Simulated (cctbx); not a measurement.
# Accept or mend?

Cell a = 9.7580 Å, b = 9.7580 Å, c = 11.5080 Å, α = 90.00°, β = 90.00°, γ = 120.00°; space group R-3 (no. 148).

The data are simulated with cctbx, not measured: synchrotron X-rays, λ = 0.4959 Å, to d = 0.75 Å, 50 % of the full sphere, strongest reflection 20000 counts, noise from counting, a 2 % proportional error and a noise floor of 4 counts (s.d.); no absorption, and some extinction, which the refinements don't model.

An anisotropic refinement with weights 1/σ² prints:

```text
Rint 0.020, 520 unique reflections to 0.75 A
cycle     R1     wR2    GooF  max shift (A)
   1  0.1326  0.3018  11.521   0.00228
   2  0.0655  0.1683   6.425   0.00003
final R1 0.0655 wR2 0.1683 GooF 6.425  parameters 23  data/parameter 22.6
atom        x        y        z      Ueq    occ   su(xyz)  su(Uiso or U11)
Te1    0.70815  0.02771  0.41629   0.0039  1.000  0.00017  0.0007
Mo1    0.00000  0.00000  0.22052  -0.0023  1.000  0.00021  0.0007  NPD
Te2    0.14791  0.98282  0.39576   0.0148  1.000  0.00021  0.0008
Na1    0.00000  0.00000  0.00000   0.0150  1.000  0.00000  0.0070
difference map: max 12.80 min -6.14 rms 1.25
Q1    0.0000  0.0000  0.2349    6   12.84  0.17 A from Mo1
Q2    0.0091  0.3696  0.2637   18    4.50  0.16 A from Te1
Q3    0.0252  0.0884  0.3320   18    2.11  1.08 A from Te2
Q4    0.0754  0.4959  0.6958   18    2.08  1.96 A from Te1
Q5    0.0297  0.1276  0.8571   18    1.83  1.44 A from Mo1
Q6    0.0486  0.8857  0.7612   18    1.83  1.43 A from Mo1
```

Q: Accept it or mend it, and why?

Mend it. The fault: elements exchanged: Te2 is Mo and Mo1 is Te. Against the right model at the same level, R1 goes from 0.0149 to 0.0655 and GooF from 1.21 to 6.42, U of Mo1 shrinks from 0.0091 to -0.0023 Å², U of Te1 shrinks from 0.0073 to 0.0039 Å², U of Te2 swells from 0.0098 to 0.0148 Å², the top difference peak, 12.8 e/Å³, lies on Mo1 and Mo1 goes non-positive-definite. Te2 has 10 electrons too many and its U swells to shed them, as expected; Mo1 has 10 electrons too few and its U shrinks to make up, as expected.

The compound is NaTe8Mo6. The right model at the same level gives:

```text
Rint 0.020, 520 unique reflections to 0.75 A
cycle     R1     wR2    GooF  max shift (A)
   1  0.0298  0.0690   2.633   0.00101
   2  0.0149  0.0318   1.213   0.00000
final R1 0.0149 wR2 0.0318 GooF 1.213  parameters 23  data/parameter 22.6
atom        x        y        z      Ueq    occ   su(xyz)  su(Uiso or U11)
Te1    0.70803  0.02771  0.41631   0.0073  1.000  0.00003  0.0001
Te2    0.00000  0.00000  0.22062   0.0091  1.000  0.00004  0.0001
Mo1    0.14814  0.98291  0.39565   0.0098  1.000  0.00004  0.0001
Na1    0.00000  0.00000  0.00000   0.0222  1.000  0.00000  0.0014
difference map: max 0.80 min -1.70 rms 0.29
Q1    0.0793  0.5041  0.6800   18    0.82  1.95 A from Te1
Q2    0.0330  0.1196  0.8529   18    0.70  1.34 A from Te2
Q3    0.0681  0.5773  0.7469   18    0.68  1.11 A from Te1
Q4    0.1083  0.2153  0.1541   18    0.65  1.89 A from Te1
Q5    0.0009  0.2527  0.4688   18    0.64  1.26 A from Mo1
Q6    0.0300  0.6128  0.5612   18    0.64  1.98 A from Te1
```

This is a model crystal, built by substitution and not relaxed, with assumed displacement parameters.

[Middle refinement cycles are left out of these outputs.]

[Logs are printed without paths, hosts, clocks, repeated set-up lines and the standing remarks that a program may print on its own settings, such as how far it seeks lower states.]
